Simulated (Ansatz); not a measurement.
# Si on Ta(110): change of the work function, part 2 of 2

How does Si on the hollow site change the work function of Ta(110) as the layer fills?

Ansatz 0.2.0; plane-wave DFT, PBE, Ansatz PAW.

So far, work function, upper face (eV): step 2 (the clean slab) 4.77; step 3 (37 atoms, coverage 0.111 ML, cell 3x3) 4.73; step 4 (17 atoms, coverage 0.25 ML, cell 2x2) 4.89.

## 5. Adsorbate added, k-mesh 6×6×1, coverage 0.5 ML

System of this step: Si/Ta(110). The cell holds 18 atoms: 16 Ta and 2 Si. Its edges and angles: a = 5.733 Å, b = 5.733 Å, c = 27.350 Å, α = 90.0°, β = 90.0°, γ = 70.5°. Vacuum lies along c.

input.yaml

```yaml
crystal:
  lattice:
    - [4.6810468914, -3.31, 0.0]
    - [4.6810468914, 3.31, 0.0]
    - [0.0, 0.0, 27.3502176349]
  atoms:
    - { symbol: Ta, position: [0.0, 0.0, 0.3290650232] }
    - { symbol: Ta, position: [0.25, 0.25, 0.4146410679] }
    - { symbol: Ta, position: [0.0, 0.0, 0.5003047979] }
    - { symbol: Ta, position: [0.25, 0.25, 0.5825473598] }
    - { symbol: Ta, position: [0.0, 0.5, 0.3290650232] }
    - { symbol: Ta, position: [0.25, 0.75, 0.4146410679] }
    - { symbol: Ta, position: [0.0, 0.5, 0.5003047979] }
    - { symbol: Ta, position: [0.25, 0.75, 0.5825473598] }
    - { symbol: Ta, position: [0.5, 0.0, 0.3290650232] }
    - { symbol: Ta, position: [0.75, 0.25, 0.4146410679] }
    - { symbol: Ta, position: [0.5, 0.0, 0.5003047979] }
    - { symbol: Ta, position: [0.75, 0.25, 0.5825473598] }
    - { symbol: Ta, position: [0.5, 0.5, 0.3290650232] }
    - { symbol: Ta, position: [0.75, 0.75, 0.4146410679] }
    - { symbol: Ta, position: [0.5, 0.5, 0.5003047979] }
    - { symbol: Ta, position: [0.75, 0.75, 0.5825473598] }
    - { symbol: Si, position: [0.42, 0.42, 0.6709349768] }
    - { symbol: Si, position: [0.92, 0.42, 0.6709349768] }
kpoints:
  mp_grid: { grid: [6, 6, 1] }
hamiltonian:
  xc: pbe
scf:
  occupations: { method: fermi_dirac, width: 0.1 }
  convergence: { dr2_threshold: 1.0e-08 }
efield:
  axis: 3
  dipole_correction: true
  ramp_position: 0.97
  ramp_width: 0.06
relax:
  f_tol: 0.02
  max_steps: 60
  constraints: [{ sites: [0, 1, 4, 5, 8, 9, 12, 13] }]
output:
  dos: { projected: true, e_range: [-8, 4] }
  write_potential: true
  write_density: true
  volumetric_format: npy
  elf: true
```

Run with:

```sh
> ansatz run input.yaml --threads 4 --pin off --max-ram 16384MiB --backend cpu --events-out ev --progress --plain --runs-dir out
```

Wall time 9.5 min (4 threads of Arm Neoverse V1, shared host); peak memory 3.5 GiB; 38 min of CPU time.

Relaxation path:

| step | energy less that of the first step (eV) | largest force component (eV/Å) |
| --- | --- | --- |
| 1 | 0.0000 | 1.4777 |
| 2 | -0.7038 | 0.5182 |
| 3 | -0.9900 | 0.4573 |
| 4 | -1.2088 | 0.3072 |
| 5 | -1.3139 | 0.0988 |
| 6 | -1.3433 | 0.0261 |
| 7 | -1.3457 | 0.0186 |

The run keeps the 2 symmetry operations that the program found, so distortions that break them were not tested.

The atoms that moved most (Å):

| atom | dx | dy | dz | length |
| --- | --- | --- | --- | --- |
| Si17 | 0.743 | -0.001 | -0.485 | 0.887 |
| Si18 | 0.743 | -0.001 | -0.485 | 0.887 |
| Ta16 | -0.099 | 0.136 | 0.098 | 0.195 |
| Ta8 | -0.099 | 0.136 | 0.098 | 0.195 |
| Ta4 | 0.095 | -0.138 | 0.099 | 0.195 |
| Ta12 | 0.095 | -0.138 | 0.099 | 0.195 |
| Ta3 | -0.001 | 0.000 | -0.009 | 0.009 |
| Ta11 | -0.001 | 0.000 | -0.009 | 0.009 |

Final coordinates:

```
Ta Si
1.0
     4.68105   -3.31000    0.00000
     4.68105    3.31000    0.00000
     0.00000    0.00000   27.35022
Ta Si
16 2
Direct
  0.00000 0.00000 0.32907
  0.25000 0.25000 0.41464
  0.99996 0.99986 0.49996
  0.28102 0.23928 0.58615
  0.00000 0.50000 0.32907
  0.25000 0.75000 0.41464
  0.00011 0.49984 0.50035
  0.21883 0.76004 0.58614
  0.50000 0.00000 0.32907
  0.75000 0.25000 0.41464
  0.49996 0.99986 0.49996
  0.78102 0.23928 0.58615
  0.50000 0.50000 0.32907
  0.75000 0.75000 0.41464
  0.50011 0.49984 0.50035
  0.71883 0.76004 0.58614
  0.49952 0.49916 0.65321
  0.99952 0.49916 0.65321
```

The density of states has structure finer than the step of the table below, so its rows give means over 0.5 eV. Peaks (eV: height): -2.89: 23.0, -1.50: 39.7, -1.35: 41.6, -1.11: 31.1, -0.96: 34.5, -0.84: 32.3, -0.36: 33.7.

Density of states against energy, zero at the Fermi level; means over each step:

```
energy (eV)  density of states (states/eV a cell)
       -7.5                                 0.896
       -7.0                                  1.98
       -6.5                                  1.67
       -6.0                                  2.97
       -5.5                                  2.58
       -5.0                                  2.62
       -4.5                                  6.52
       -4.0                                  9.67
       -3.5                                  11.9
       -3.0                                  16.8
       -2.5                                  12.2
       -2.0                                  10.9
       -1.5                                  25.9
       -1.0                                  26.6
       -0.5                                  26.2
        0.0                                  24.3
        0.5                                  12.3
        1.0                                  9.77
        1.5                                  10.8
```

The relaxation took 7 steps and lowered the energy by 1.3 eV; the largest force on the free atoms ends at 0.019 eV/Å.

The covered face has 5.03 eV, +0.27 eV against the clean one; the bare back face has moved by -0.04 eV, a measure of how thin the slab is.

## 6. Adsorbate added, k-mesh 12×12×1, coverage 1 ML

System of this step: Si/Ta(110). The cell holds 5 atoms: 4 Ta and 1 Si. Its edges and angles: a = 2.867 Å, b = 2.867 Å, c = 27.350 Å, α = 90.0°, β = 90.0°, γ = 70.5°. Vacuum lies along c.

input.yaml, the sections that differ from step 5:

```yaml
crystal:
  lattice:
    - [2.3405234457, -1.655, 0.0]
    - [2.3405234457, 1.655, 0.0]
    - [0.0, 0.0, 27.3502176349]
  atoms:
    - { symbol: Ta, position: [0.0, 0.0, 0.3290650232] }
    - { symbol: Ta, position: [0.5, 0.5, 0.4146410679] }
    - { symbol: Ta, position: [0.0, 0.0, 0.5003047979] }
    - { symbol: Ta, position: [0.5, 0.5, 0.5825473598] }
    - { symbol: Si, position: [0.84, 0.84, 0.6709349768] }
kpoints:
  mp_grid: { grid: [12, 12, 1] }
relax:
  f_tol: 0.02
  max_steps: 60
  constraints: [{ sites: [0, 1] }]
output:
  write_potential: true
  write_density: true
  volumetric_format: npy
# hamiltonian, scf, efield: as in step 5
```

Run time: 48 s. Hardware: 4 threads; peak memory 0.62 GiB; 3.1 min of CPU time.

The steps of the relaxation:

```csv
step,energy less that of the first step (eV),largest force component (eV/Å)
1,0.0000,1.4023
2,-0.1463,0.7943
3,-0.1961,0.0768
4,-0.2028,0.0616
5,-0.2047,0.0131
6,-0.2050,0.0040
7,-0.2050,0.0012
```

The run keeps the 2 symmetry operations that the program found, so distortions that break them were not tested.

The atoms that moved most (Å):

| atom | dx | dy | dz | length |
| --- | --- | --- | --- | --- |
| Si5 | 0.469 | 0.000 | -0.233 | 0.524 |
| Ta4 | -0.017 | 0.000 | 0.078 | 0.080 |

The relaxed structure:

```xyz
5
Lattice="2.3405 -1.6550 0.0000 2.3405 1.6550 0.0000 0.0000 0.0000 27.3502" Properties=species:S:1:pos:R:3
Ta    0.0000    0.0000    9.0000
Ta    2.3405    0.0000   11.3405
Ta   -0.0037    0.0000   13.6813
Ta    2.3239    0.0000   16.0113
Si    4.4009    0.0000   18.1169
```

The relaxation took 7 steps and lowered the energy by 0.21 eV; the largest force on the free atoms ends at 0.0012 eV/Å.

The covered face has 5.30 eV, +0.54 eV against the clean one; the bare back face has moved by -0.03 eV, a measure of how thin the slab is.

## 7. Work function against coverage

This step: plane-wave DFT, PBE, Ansatz PAW; work function against coverage (Ansatz 0.2.0).

The runs are now put side by side.

This step gave:

```
work function of the clean face     : 4.767 eV
largest change of the work function : 0.5359 eV
```

The work function of the covered face by coverage:

| coverage (adsorbates/nm²) | work function of the covered face (eV) |
| --- | --- |
| 0.00 | 4.77 |
| 1.43 | 4.73 |
| 3.23 | 4.89 |
| 6.45 | 5.03 |
| 12.91 | 5.30 |

The dipole per adsorbate comes from the change of the cell's dipole. Coverage, by row:

```
coverage (1/nm²)  coverage (ML)  work function (eV)  change (eV)  dipole per adsorbate, positive end outwards (debye)  mean height of the added atoms over the highest substrate atom (Å)
           1.434         0.1111               4.725     -0.04147                                                0.028                                                               1.512
           3.227           0.25               4.891       0.1243                                               -0.131                                                               1.645
           6.454            0.5               5.033       0.2663                                               -0.124                                                               1.834
           12.91              1               5.303       0.5359                                               -0.116                                                               2.106
```

## 8. Results

```
work function of the clean face                        : 4.77 eV
work function at 0.11 ML                               : 4.73 eV
work function at 0.25 ML                               : 4.89 eV
work function at 0.5 ML                                : 5.03 eV
work function at 1 ML                                  : 5.30 eV
dipole per adsorbate at 0.11 ML, positive end outwards : 0.03 D
```

**Reading.** At the lowest coverage Si changes the work function of Ta(110) by under 0.15 eV, within the error of so thin a slab; the largest change, +0.54 eV, comes at higher coverage. The slab has 4 layers, at the tabulated experimental lattice constant, one starting site was run, and quantum-size effects of a slab this thin can reach one or two tenths of an eV.

[Long decimals in the printed logs are rounded to 6 places.]

[Logs are printed without paths, hosts, clocks, repeated set-up lines and the standing remarks that a program may print on its own settings, such as how far it seeks lower states.]

[Hosts, paths, dates, database ids (printed as entryN), source tags and the programs' standing remarks are cut or masked in the printed files.]

[Maps of the electrostatic potential energy from Ansatz leave out the sawtooth potential of an applied field or a dipole correction, so their vacuum need not be flat; planar profiles and work functions include it.]

[The density of states shown here was stored with 400 of the rows of the run's finer table, so its peaks can read low, often by over a quarter, or be missed, and its means over a window can be off by a tenth or more.]
